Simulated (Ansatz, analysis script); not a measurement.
## Stoner picture of a free-standing square W monolayer, spacing 3.069 Å

Aim: the energy of a free-standing square W monolayer, spacing 3.069 Å as its total moment is fixed at a series of values, and its answer to a field.

Calculated with Ansatz 0.2.0; PBEsol, PAW set soft_2 (files made for PBE).

## 1. Set-up

The cell holds 1 atom: 1 W. Cell: a = 3.069 Å, b = 3.069 Å, c = 14.000 Å, α = 90.0°, β = 90.0°, γ = 90.0°. An idealised lattice of chosen spacing, in vacuum. Vacuum lies along c.

## 2. The collinear state

The work starts on two spin channels, which tell the size of the moments.

The input, input.yaml:

```yaml
crystal:
  lattice:
    - [3.069, 0.0, 0.0]
    - [0.0, 3.069, 0.0]
    - [0.0, 0.0, 14.0]
  atoms:
    - { symbol: W, position: [0.0, 0.0, 0.5], spin: 1.0 }
magnetization:
  spin_polarized: true
kpoints:
  mp_grid: { grid: [6, 6, 1] }
hamiltonian:
  xc: pbesol
scf:
  occupations: { method: fermi_dirac, width: 0.1 }
  max_iter: 120
  convergence: { dr2_threshold: 1.0e-08 }
```

Run with:

```
$ ansatz run input.yaml --threads 1 --pin off --max-ram 2048MiB --backend cpu --events-out ev --progress --plain --runs-dir out
```

Numbers of over 12 decimals in the logs are rounded to 6 here.

What it wrote:

```text
Engine: ansatz 0.2.0, x86_64-unknown-linux-gnu
Pseudopotentials: kind: paw
Pseudopotential: W, paw, valence charge 14, recommended cutoff 420 eV (normal), W.paw.azcp
Functional definition: PBEsol
  exchange = pbesol_x
  correlation = pbesol_c
Crystal: 1 atoms, lattice volume = 131.863 Å³
Basis set: ecut = 420 eV, 2583 PW (Γ)
Bands: 12, of which v1, the nominal top of the filled ones, is band 7 counted from 1 (6 counted from 0)
Symmetry: 16 space group operations
Space group: P4/mmm (ITA 123), of the structure as read, at distance tolerance 5.1e-5 Å
Magnetic group: BNS 123.339 (UNI 999), of the structure as read, at distance tolerance 5.1e-5 Å
k-points: 10 of 36
Non-local potential: W, projectors of the file, l = 0: 3, l = 1: 2, l = 2: 2, l = 3: 1
PAW form: soft (Blöchl's): semilocal exchange-correlation on the pseudo side does not see the compensation charge
PAW frozen core: W, regenerated for the run's functional, and the local potential with it (the file was generated under x = pbe(κ = 0.804, μ = 0.219515), c = pbe(β = 0.066725))
PAW one-centre angular grid: W, 590 points (default); XC on 64 Gauss nodes
Initial density: superposition of atomic densities (neutral atoms: chi_scale 0, normalization atom)
Starting moments: Σ|m| = 1 μB on 1 of 1 site
Initial wavefunctions: pseudopotential atomic-orbital guess
Functional: x = pbesol(κ = 0.804, μ = 0.123457), c = pbesol(β = 0.046)
SCF iter   1: F=—  HF=-10250.807809 eV  |F-HF|=—  |Δ(HF+E_count)|=         —  Δρ=1.21e-2 (↑1.21e-2 ↓1.14e-2)  dr2=6.25e-1  dr2_m=6.10e-2  M=0.555 μB ∫|m|=0.555 μB  β_m=0.30  ethr=3.10e-3  ⟨swp⟩=5.7  Hψ=1384  notcnv=0
Mixer restart at iter 1: flushing history
preconditioner: auto → LDOS  [metal: Δε(μ)=0.068 eV  Ē_g=4.352 eV  σ=0.100 eV  W_gap=0.16  n_scr=8 (ndim 8)  ℏωp=7.9 eV  f_vac=0.648  D(μ)=2.89/eV (n_scr^D=8)]
spin=Collinear: LDOS preconditioning applied to the charge; magnetization (m = ρ↑ − ρ↓) channel mixes plain (no charge-response kernel on spin).
SCF iter   2: F=—  HF=-10250.708876 eV  |F-HF|=—  |Δ(HF+E_count)|=   9.89e-2  Δρ=8.41e-3 (↑7.94e-3 ↓8.41e-3)  dr2=3.41e-1  dr2_m=2.53e-2  M=0.638 μB ∫|m|=0.638 μB  β_m=0.65  ethr=3.10e-3  ⟨swp⟩=1.7  Hψ=423  notcnv=0
SCF iter   3: F=—  HF=-10250.683772 eV  |F-HF|=—  |Δ(HF+E_count)|=   2.51e-2  Δρ=7.42e-3 (↑7.42e-3 ↓5.63e-3)  dr2=1.13e-2  dr2_m=4.83e-2  M=1.175 μB ∫|m|=1.175 μB  β_m=0.82  ethr=2.44e-3  ⟨swp⟩=2.3  Hψ=413  notcnv=0
SCF iter   4: F=—  HF=-10250.735919 eV  |F-HF|=—  |Δ(HF+E_count)|=   5.21e-2  Δρ=2.64e-3 (↑2.20e-3 ↓2.64e-3)  dr2=8.93e-3  dr2_m=4.22e-3  M=1.468 μB ∫|m|=1.468 μB  β_m=0.91  ethr=8.08e-5  ⟨swp⟩=2.6  Hψ=665  notcnv=0
SCF iter   5: F=—  HF=-10250.746104 eV  |F-HF|=—  |Δ(HF+E_count)|=   1.02e-2  Δρ=1.51e-3 (↑6.40e-4 ↓1.51e-3)  dr2=1.27e-3  dr2_m=1.17e-3  M=1.673 μB ∫|m|=1.673 μB  β_m=0.96  ethr=6.38e-5  ⟨swp⟩=2.5  Hψ=434  notcnv=0
SCF iter   6: F=—  HF=-10250.746612 eV  |F-HF|=—  |Δ(HF+E_count)|=   5.08e-4  Δρ=4.63e-4 (↑2.76e-4 ↓4.63e-4)  dr2=5.42e-4  dr2_m=4.32e-5  M=1.663 μB ∫|m|=1.664 μB  β_m=0.93  ethr=9.07e-6  ⟨swp⟩=2.0  Hψ=415  notcnv=0
SCF iter   7: F=—  HF=-10250.746705 eV  |F-HF|=—  |Δ(HF+E_count)|=   9.29e-5  Δρ=1.13e-4 (↑1.13e-4 ↓1.12e-4)  dr2=2.49e-5  dr2_m=1.25e-5  M=1.681 μB ∫|m|=1.681 μB  β_m=0.95  ethr=3.87e-6  ⟨swp⟩=2.7  Hψ=376  notcnv=0
SCF iter   8: F=—  HF=-10250.746722 eV  |F-HF|=—  |Δ(HF+E_count)|=   1.63e-5  Δρ=4.79e-5 (↑3.47e-5 ↓4.79e-5)  dr2=1.25e-6  dr2_m=1.57e-6  M=1.687 μB ∫|m|=1.687 μB  β_m=0.98  ethr=1.78e-7  ⟨swp⟩=2.1  Hψ=328  notcnv=0
SCF iter   9: F=—  HF=-10250.746724 eV  |F-HF|=—  |Δ(HF+E_count)|=   2.16e-6  Δρ=6.49e-6 (↑4.55e-6 ↓6.49e-6)  dr2=1.01e-7  dr2_m=1.70e-8  M=1.688 μB ∫|m|=1.688 μB  β_m=0.99  ethr=8.94e-9  ⟨swp⟩=2.5  Hψ=402  notcnv=0
SCF iter  10: F=—  HF=-10250.746724 eV  |F-HF|=—  |Δ(HF+E_count)|=   5.08e-8  Δρ=4.30e-6 (↑4.30e-6 ↓2.89e-6)  dr2=1.47e-8  dr2_m=1.26e-8  M=1.688 μB ∫|m|=1.688 μB  β_m=0.96  ethr=7.22e-10  ⟨swp⟩=2.1  Hψ=345  notcnv=0
SCF iter  11: F=—  HF=-10250.746724 eV  |F-HF|=—  |Δ(HF+E_count)|=   4.41e-9  Δρ=1.23e-6 (↑1.23e-6 ↓1.13e-6)  dr2=1.33e-10  dr2_m=1.62e-9  M=1.688 μB ∫|m|=1.688 μB  β_m=0.98  ethr=7.14e-11  ⟨swp⟩=1.0  Hψ=732  notcnv=0
SCF iter  12: F=-10250.746724 eV  HF=-10250.746724 eV  |F-HF|=1.60e-10  |Δ(HF+E_count)|=   5.39e-9  Δρ=2.49e-7 (↑2.49e-7 ↓2.06e-7)  dr2=1.05e-11  dr2_m=5.88e-11  M=1.688 μB ∫|m|=1.688 μB  ethr=1.00e-12  ⟨swp⟩=3.1  Hψ=519  notcnv=0
SCF 1 converged in 12 iterations: F = -10250.746724 eV  dr2 = 1.05e-11
  greatest PAW one-centre occupation: 1.000 electrons in one spin orbital (limit 2), on the W atom at site 0 (counted from 0), in its partial waves of l = 0
SCF converged after 12 iterations
Magnetization: 1.6879 μB (7.8440 up, 6.1560 down)
Absolute magnetization: 1.6882 μB (∫|ρ↑−ρ↓|, with the PAW one-centre terms)
Spin contamination: 0.0060 ħ² per cell (⟨S²⟩ above its minimum at these occupations)
Per-site moments (μB) at R_I (Å): [(1.194067, 1.2659625)]
Free energy (F): -10250.746724 eV
Harris-Foulkes:  -10250.746724 eV  (|F-HF|=1.60e-10)
Internal energy: -10250.669279 eV  (E = F + TS)
E sigma→0 (E₀):  -10250.708001 eV
Entropy (-TS):   -0.077445 eV (-77.445 meV/atom)
Fermi energy:    -1.565996 eV
--- Per-component energies (eV) ---
  E_band       = -407.672269
  E_kinetic    = 437.019406
  E_local      = -4313.013838  (includes V_loc(G=0)·N_el)
  E_nonlocal   = 6.737841
  E_hartree    = 1908.222909
  E_xc         = -256.814109
  E_vxc        = -227.698952  (∫ρ·V_xc dr)
  E_paw        = -8436.200042  (= ΣΔE_a)
  E_vpaw       = -127.162504  (= ΣTr[D̂ρ^β])
  E_aug_tail   = -0.000065  (compensation charges beyond the density's cutoff)
  E_ewald      = 403.156828
  E_core_change = 0.221792  (= ΣΔE_core)
  E_smearing   = -0.077445  (= −TS)
  E_closure    = 0.000000  (closes the sum)
  Σ components = -10250.746724   (vs F -10250.746724, Δ=0.00e0)
```

Wall time 4.2 s (1 thread of AMD EPYC 7R43, shared host); peak memory 0.38 GiB.

In the SCF lines HF is the Harris–Foulkes energy and dr2 the Hartree energy of the density residual, in eV; the loop may stop once dr2 is under the threshold and the program's other checks hold. Hψ counts applications of the Hamiltonian.

Spin moment in the atom's sphere by atom:

| atom | spin moment in the atom's sphere (μB) |
| --- | --- |
| W1 | 1.19 |

The run ends ferromagnetic, with a net moment of 1.69 μB a cell. With one W atom carrying the moment, parallel order of its images is forced by the cell, not found.

## 3. Without spin

The state without spin is the zero of E(M).

input.yaml, the sections that differ from step 2:

```yaml
crystal:
  lattice:
    - [3.069, 0.0, 0.0]
    - [0.0, 3.069, 0.0]
    - [0.0, 0.0, 14.0]
  atoms:
    - { symbol: W, position: [0.0, 0.0, 0.5] }
basis:
  ecutwfc: 420.0
output:
  eigenvalues: true
# kpoints, hamiltonian, scf: as in step 2
# magnetization: removed
```

What it wrote:

```text
[...]
Crystal: 1 atoms, lattice volume = 131.863 Å³
Basis set: ecut = 420 eV, 2583 PW (Γ)
Bands: 11, of which v1, the nominal top of the filled ones, is band 7 counted from 1 (6 counted from 0)
[... 1 set-up line as in the run before ...]
[...]
k-points: 10 of 36
[...]
SCF iter   1: F=—  HF=-10250.608080 eV  |F-HF|=—  |Δ(HF+E_count)|=         —  Δρ=3.35e-3  dr2=1.69e-2  ethr=1.77e-3  ⟨swp⟩=5.5  Hψ=632  notcnv=0
[...]
SCF iter   8: F=-10250.608276 eV  HF=-10250.608276 eV  |F-HF|=4.73e-11  |Δ(HF+E_count)|=   2.54e-8  Δρ=4.24e-7  dr2=4.92e-10  ethr=7.14e-11  ⟨swp⟩=2.9  Hψ=306  notcnv=0
SCF 1 converged in 8 iterations: F = -10250.608276 eV  dr2 = 4.92e-10
[...]
SCF converged after 8 iterations
Free energy (F): -10250.608276 eV
[...]
Internal energy: -10250.492571 eV  (E = F + TS)
E sigma→0 (E₀):  -10250.550424 eV
Entropy (-TS):   -0.115705 eV (-115.705 meV/atom)
Fermi energy:    -1.593536 eV
[...]
--- Band table (eV; the first three rows and the last of 10) ---
  k-point 0: bands = [... 3 lower, -39.7534, -6.3297, -3.5322, -2.2387, -0.4518, -0.0278, -0.0278, 1.1132]
  k-point 1: bands = [... 3 lower, -39.7478, -5.7312, -3.1333, -2.0282, -1.4556, 0.0377, 0.5990, 0.9264]
  k-point 2: bands = [... 3 lower, -39.7366, -4.5325, -2.4452, -2.0245, -1.3788, -0.2512, 0.1723, 2.2479]
  k-point 9: bands = [... 3 lower, -39.9989, -3.7943, -2.1038, -2.1038, -0.7990, 2.4512, 3.2711, 3.2711]
```

It took 1.4 s on 1 thread; peak memory 0.35 GiB.

The free collinear run lies 138 meV below it.

## 4. Total moment fixed at 0.227 μB

Two Fermi levels, one a spin, hold the total moment exactly, which reaches states that a free run would leave.

input.yaml, the sections that differ from step 3:

```yaml
crystal:
  lattice:
    - [3.069, 0.0, 0.0]
    - [0.0, 3.069, 0.0]
    - [0.0, 0.0, 14.0]
  atoms:
    - { symbol: W, position: [0.0, 0.0, 0.5], spin: 0.227 }
magnetization:
  spin_polarized: true
  initial_magnetization: 0.227
  spin_locking: { lock_magnetization: hard }
# kpoints, hamiltonian, scf, basis: as in step 3
# output: removed
```

What it wrote:

```text
[...]
Crystal: 1 atoms, lattice volume = 131.863 Å³
Basis set: ecut = 420 eV, 2583 PW (Γ)
Bands: 12, of which v1, the nominal top of the filled ones, is band 7 counted from 1 (6 counted from 0)
[... 1 set-up line as in the run before ...]
[...]
k-points: 10 of 36
[...]
Starting moments: Σ|m| = 0.227 μB on 1 of 1 site
[...]
SCF iter   1: F=—  HF=-10250.791961 eV  |F-HF|=—  |Δ(HF+E_count)|=         —  Δρ=1.02e-2 (↑9.27e-3 ↓1.02e-2)  dr2=6.50e-1  dr2_m=1.83e-3  M=0.227 μB ∫|m|=0.227 μB  β_m=0.30  ethr=3.10e-3  ⟨swp⟩=5.7  Hψ=1390  notcnv=0
[...]
SCF iter  11: F=-10250.615518 eV  HF=-10250.615518 eV  |F-HF|=7.02e-10  |Δ(HF+E_count)|=   1.99e-8  Δρ=3.55e-7 (↑3.55e-7 ↓2.39e-7)  dr2=2.86e-10  dr2_m=6.69e-11  M=0.227 μB ∫|m|=0.300 μB  ethr=7.14e-11  ⟨swp⟩=1.0  Hψ=664  notcnv=0
SCF 1 converged in 11 iterations: F = -10250.615518 eV  dr2 = 2.86e-10
[...]
SCF converged after 11 iterations
Stability checked in part: among states of this total moment the steps that led to this state did not find it unstable. No probe was made; neither looks for a lower state of another moment (fixed_total_moment; see scf.lower_state_search)
Magnetization: 0.2270 μB (7.1135 up, 6.8865 down)
Absolute magnetization: 0.3049 μB (∫|ρ↑−ρ↓|, with the PAW one-centre terms)
[...]
Per-site moments (μB) at R_I (Å): [(0.172787, 1.2659625)]
Free energy (F): -10250.615518 eV
[...]
Internal energy: -10250.495368 eV  (E = F + TS)
E sigma→0 (E₀):  -10250.555443 eV
Entropy (-TS):   -0.120150 eV (-120.150 meV/atom)
Fermi energy:    -1.586587 (↑ -1.648083, ↓ -1.525092) eV
[...]
```

The job ended after 2.9 s (1 thread; peak memory 0.38 GiB).

The energy is -7.24 meV from the state without spin, and the largest site carries 0.173 μB.

## 5. Total moment fixed at 0.455 μB

input.yaml, the sections that differ from step 4:

```yaml
crystal:
  lattice:
    - [3.069, 0.0, 0.0]
    - [0.0, 3.069, 0.0]
    - [0.0, 0.0, 14.0]
  atoms:
    - { symbol: W, position: [0.0, 0.0, 0.5], spin: 0.455 }
magnetization:
  spin_polarized: true
  initial_magnetization: 0.455
  spin_locking: { lock_magnetization: hard }
# kpoints, hamiltonian, scf, basis: as in step 4
```

What it wrote:

```text
[...]
Crystal: 1 atoms, lattice volume = 131.863 Å³
Basis set: ecut = 420 eV, 2583 PW (Γ)
Bands: 12, of which v1, the nominal top of the filled ones, is band 7 counted from 1 (6 counted from 0)
[... 1 set-up line as in the run before ...]
[...]
k-points: 10 of 36
[...]
Starting moments: Σ|m| = 0.455 μB on 1 of 1 site
[...]
Magnetization: 0.4550 μB (7.2275 up, 6.7725 down)
Absolute magnetization: 0.5529 μB (∫|ρ↑−ρ↓|, with the PAW one-centre terms)
[...]
Per-site moments (μB) at R_I (Å): [(0.338911, 1.2659625)]
Free energy (F): -10250.635677 eV
[...]
Internal energy: -10250.515813 eV  (E = F + TS)
E sigma→0 (E₀):  -10250.575745 eV
Entropy (-TS):   -0.119864 eV (-119.864 meV/atom)
Fermi energy:    -1.547444 (↑ -1.658038, ↓ -1.436850) eV
[...]
[key lines of the parts left out:]
SCF converged after 11 iterations
```

Wall time 3 s (1 thread); peak memory 0.37 GiB.

The energy is -27.4 meV from the state without spin, and the largest site carries 0.339 μB.

## 6. Total moment fixed at 1.591 μB

input.yaml, the sections that differ from step 5:

```yaml
crystal:
  lattice:
    - [3.069, 0.0, 0.0]
    - [0.0, 3.069, 0.0]
    - [0.0, 0.0, 14.0]
  atoms:
    - { symbol: W, position: [0.0, 0.0, 0.5], spin: 1.591 }
magnetization:
  spin_polarized: true
  initial_magnetization: 1.591
  spin_locking: { lock_magnetization: hard }
# kpoints, hamiltonian, scf, basis: as in step 5
```

What it wrote:

```text
[...]
Crystal: 1 atoms, lattice volume = 131.863 Å³
Basis set: ecut = 420 eV, 2583 PW (Γ)
Bands: 12, of which v1, the nominal top of the filled ones, is band 7 counted from 1 (6 counted from 0)
[... 1 set-up line as in the run before ...]
[...]
k-points: 10 of 36
[...]
Starting moments: Σ|m| = 1.591 μB on 1 of 1 site
[...]
Magnetization: 1.5910 μB (7.7955 up, 6.2045 down)
Absolute magnetization: 1.5912 μB (∫|ρ↑−ρ↓|, with the PAW one-centre terms)
[...]
Per-site moments (μB) at R_I (Å): [(1.127684, 1.2659625)]
Free energy (F): -10250.745419 eV
[...]
Internal energy: -10250.662179 eV  (E = F + TS)
E sigma→0 (E₀):  -10250.703799 eV
Entropy (-TS):   -0.083240 eV (-83.240 meV/atom)
Fermi energy:    -1.582216 (↑ -1.607105, ↓ -1.557327) eV
[...]
[key lines of the parts left out:]
SCF converged after 9 iterations
```

Wall time 2.8 s (1 thread); peak memory 0.38 GiB.

The energy is -137 meV from the state without spin, and the largest site carries 1.13 μB.

## 7. Total moment fixed at 2.5 μB

input.yaml, the sections that differ from step 6:

```yaml
crystal:
  lattice:
    - [3.069, 0.0, 0.0]
    - [0.0, 3.069, 0.0]
    - [0.0, 0.0, 14.0]
  atoms:
    - { symbol: W, position: [0.0, 0.0, 0.5], spin: 2.5 }
magnetization:
  spin_polarized: true
  initial_magnetization: 2.5
  spin_locking: { lock_magnetization: hard }
# kpoints, hamiltonian, scf, basis: as in step 6
```

What it wrote:

```text
[...]
Crystal: 1 atoms, lattice volume = 131.863 Å³
Basis set: ecut = 420 eV, 2583 PW (Γ)
Bands: 13, of which v1, the nominal top of the filled ones, is band 7 counted from 1 (6 counted from 0)
[... 1 set-up line as in the run before ...]
[...]
k-points: 10 of 36
[...]
Starting moments: Σ|m| = 2.5 μB on 1 of 1 site
[...]
SCF iter  10: F=-10250.646572 eV  HF=-10250.646572 eV  |F-HF|=3.46e-11  |Δ(HF+E_count)|=   2.51e-9  Δρ=1.16e-7 (↑1.16e-7 ↓7.82e-8)  dr2=3.84e-11  dr2_m=2.19e-12  M=2.500 μB ∫|m|=2.500 μB  ethr=3.56e-12  ⟨swp⟩=1.0  Hψ=672  notcnv=0
SCF 1 converged in 10 iterations: F = -10250.646572 eV  dr2 = 3.84e-11
[...]
SCF converged after 10 iterations
[...]
Magnetization: 2.5000 μB (8.2500 up, 5.7500 down)
Absolute magnetization: 2.5003 μB (∫|ρ↑−ρ↓|, with the PAW one-centre terms)
[...]
Per-site moments (μB) at R_I (Å): [(1.783417, 1.2659625)]
Free energy (F): -10250.646572 eV
[...]
Internal energy: -10250.555832 eV  (E = F + TS)
E sigma→0 (E₀):  -10250.601202 eV
Entropy (-TS):   -0.090740 eV (-90.740 meV/atom)
Fermi energy:    -1.217202 (↑ -1.058603, ↓ -1.375802) eV
[...]
```

The job ended after 3.3 s (1 thread; peak memory 0.37 GiB).

The energy is -38.3 meV from the state without spin, and the largest site carries 1.78 μB.

The other 7 runs of this kind were made alike; their results stand in the table below.

## 8. No field, tight threshold

A field gives a second route to the same curve. A thousand tesla shift each spin by 58 meV, and the threshold is tightened so that small induced moments are resolved.

input.yaml, the sections that differ from step 7:

```yaml
crystal:
  lattice:
    - [3.069, 0.0, 0.0]
    - [0.0, 3.069, 0.0]
    - [0.0, 0.0, 14.0]
  atoms:
    - { symbol: W, position: [0.0, 0.0, 0.5], spin: 1.19 }
magnetization:
  spin_polarized: true
scf:
  occupations: { method: fermi_dirac, width: 0.1 }
  max_iter: 120
  convergence: { dr2_threshold: 1.0e-10 }
# kpoints, hamiltonian, basis: as in step 7
```

What it wrote:

```text
[...]
Crystal: 1 atoms, lattice volume = 131.863 Å³
Basis set: ecut = 420 eV, 2583 PW (Γ)
Bands: 12, of which v1, the nominal top of the filled ones, is band 7 counted from 1 (6 counted from 0)
[... 1 set-up line as in the run before ...]
[...]
k-points: 10 of 36
[...]
Starting moments: Σ|m| = 1.19 μB on 1 of 1 site
[...]
Magnetization: 1.6879 μB (7.8439 up, 6.1561 down)
Absolute magnetization: 1.6881 μB (∫|ρ↑−ρ↓|, with the PAW one-centre terms)
[...]
Per-site moments (μB) at R_I (Å): [(1.194057, 1.2659625)]
Free energy (F): -10250.746724 eV
[...]
Internal energy: -10250.669278 eV  (E = F + TS)
E sigma→0 (E₀):  -10250.708001 eV
Entropy (-TS):   -0.077446 eV (-77.446 meV/atom)
Fermi energy:    -1.566003 eV
[...]
[key lines of the parts left out:]
SCF converged after 12 iterations
```

Wall time 4.2 s (1 thread); peak memory 0.38 GiB.

The net moment is 1.69 μB a cell.

## 9. Field of 1000 T

Edit input.yaml of step 8 so:

```diff
@@ -9,2 +9,3 @@
   spin_polarized: true
+  magnetic_field: 1000.0
 kpoints:
```

What it wrote:

```text
[...]
Crystal: 1 atoms, lattice volume = 131.863 Å³
Basis set: ecut = 420 eV, 2583 PW (Γ)
Bands: 12, of which v1, the nominal top of the filled ones, is band 7 counted from 1 (6 counted from 0)
[... 1 set-up line as in the run before ...]
[...]
k-points: 10 of 36
[...]
Starting moments: Σ|m| = 1.19 μB on 1 of 1 site
[...]
SCF converged after 14 iterations
Magnetization: 1.8031 μB (7.9015 up, 6.0985 down)
Absolute magnetization: 1.8033 μB (∫|ρ↑−ρ↓|, with the PAW one-centre terms)
[...]
Per-site moments (μB) at R_I (Å): [(1.274269, 1.2659625)]
Free energy (F): -10250.848194 eV
[...]
Internal energy: -10250.777345 eV  (E = F + TS)
E sigma→0 (E₀):  -10250.812769 eV
Entropy (-TS):   -0.070850 eV (-70.850 meV/atom)
Fermi energy:    -1.511371 eV
[...]
```

It took 10 s on 1 thread; peak memory 0.38 GiB.

The net moment is 1.80 μB a cell.

The other 3 runs of this kind were made alike; their results stand in the table below.

For the integrated |m|, step 8 gave 1.69 μB; this run, with field 1000 T, gives 1.80 μB (+7 %). That is +0.000115 μB per T of field between these two points.

## 10. The curves

Energy less the state without spin against total moment:

| total moment (μB/cell) | energy less the state without spin (meV/cell) |
| --- | --- |
| 0.00 | 0 |
| 0.23 | -7.24 |
| 0.46 | -27.4 |
| 0.68 | -55.1 |
| 0.91 | -84.6 |
| 1.14 | -110 |
| 1.36 | -127 |
| 1.59 | -137 |
| 1.82 | -135 |
| 2.04 | -107 |
| 2.27 | -73.3 |
| 2.50 | -38.3 |

The field that holds a moment is half the difference of the two Fermi levels over μB.

The field that holds the moment by total moment:

| total moment (μB/cell) | field that holds the moment (T) |
| --- | --- |
| 0.227 | -1062 |
| 0.455 | -1911 |
| 0.682 | -2238 |
| 0.909 | -2183 |
| 1.136 | -1619 |
| 1.364 | -1023 |
| 1.591 | -430 |
| 1.818 | 1185 |
| 2.045 | 2501 |
| 2.273 | 2617 |
| 2.500 | 2740 |

Total moment against field:

| field (T) | total moment (μB/cell) |
| --- | --- |
| 0 | 1.69 |
| 100 | 1.70 |
| 200 | 1.72 |
| 500 | 1.76 |
| 1000 | 1.80 |

The mesh is too coarse for a Stoner analysis.

## 11. What came out

* state of the free run: ferromagnetic
* net moment of the free run: 1.69 μB
* energy of the free run from the state without spin: -138 meV a cell
* lowest of the fixed moments tried: M = 1.591 μB, -137 meV
* dM/dB between 0 and 100 T: 0.166 μB a cell per 1000 T

In words: At this level the system is magnetic: the free run keeps 1.19 μB on the largest site. No other order was typed. The free run, at 1.69 μB, lies 138 meV under the state without spin and so below every fixed moment tried: the minimum falls between two of them. Among the fixed moments, E(M) falls 137 meV below the state without spin and is lowest near 1.591 μB on this grid. The field acts on spins alone. The 16 fixed-moment and field runs took 62 s of wall time, added up. The mesh is coarse for a state with partly filled levels, so small values and close rankings are not settled. Energies are free energies at a smearing of 0.1 eV, and with partly filled levels differences shift, at times strongly, as the smearing goes to zero. The cell was taken as built, with atoms unrelaxed.

[Logs and program files are shortened in this print: banners, set-up blocks, solver, clock and traceback lines can be left out without a mark of their own.]

[Logs are printed without paths, hosts, clocks, repeated set-up lines and the standing remarks that a program may print on its own settings, such as how far it seeks lower states.]

[Hosts, paths, dates, database ids (printed as entryN), source tags and the programs' standing remarks are cut or masked in the printed files.]
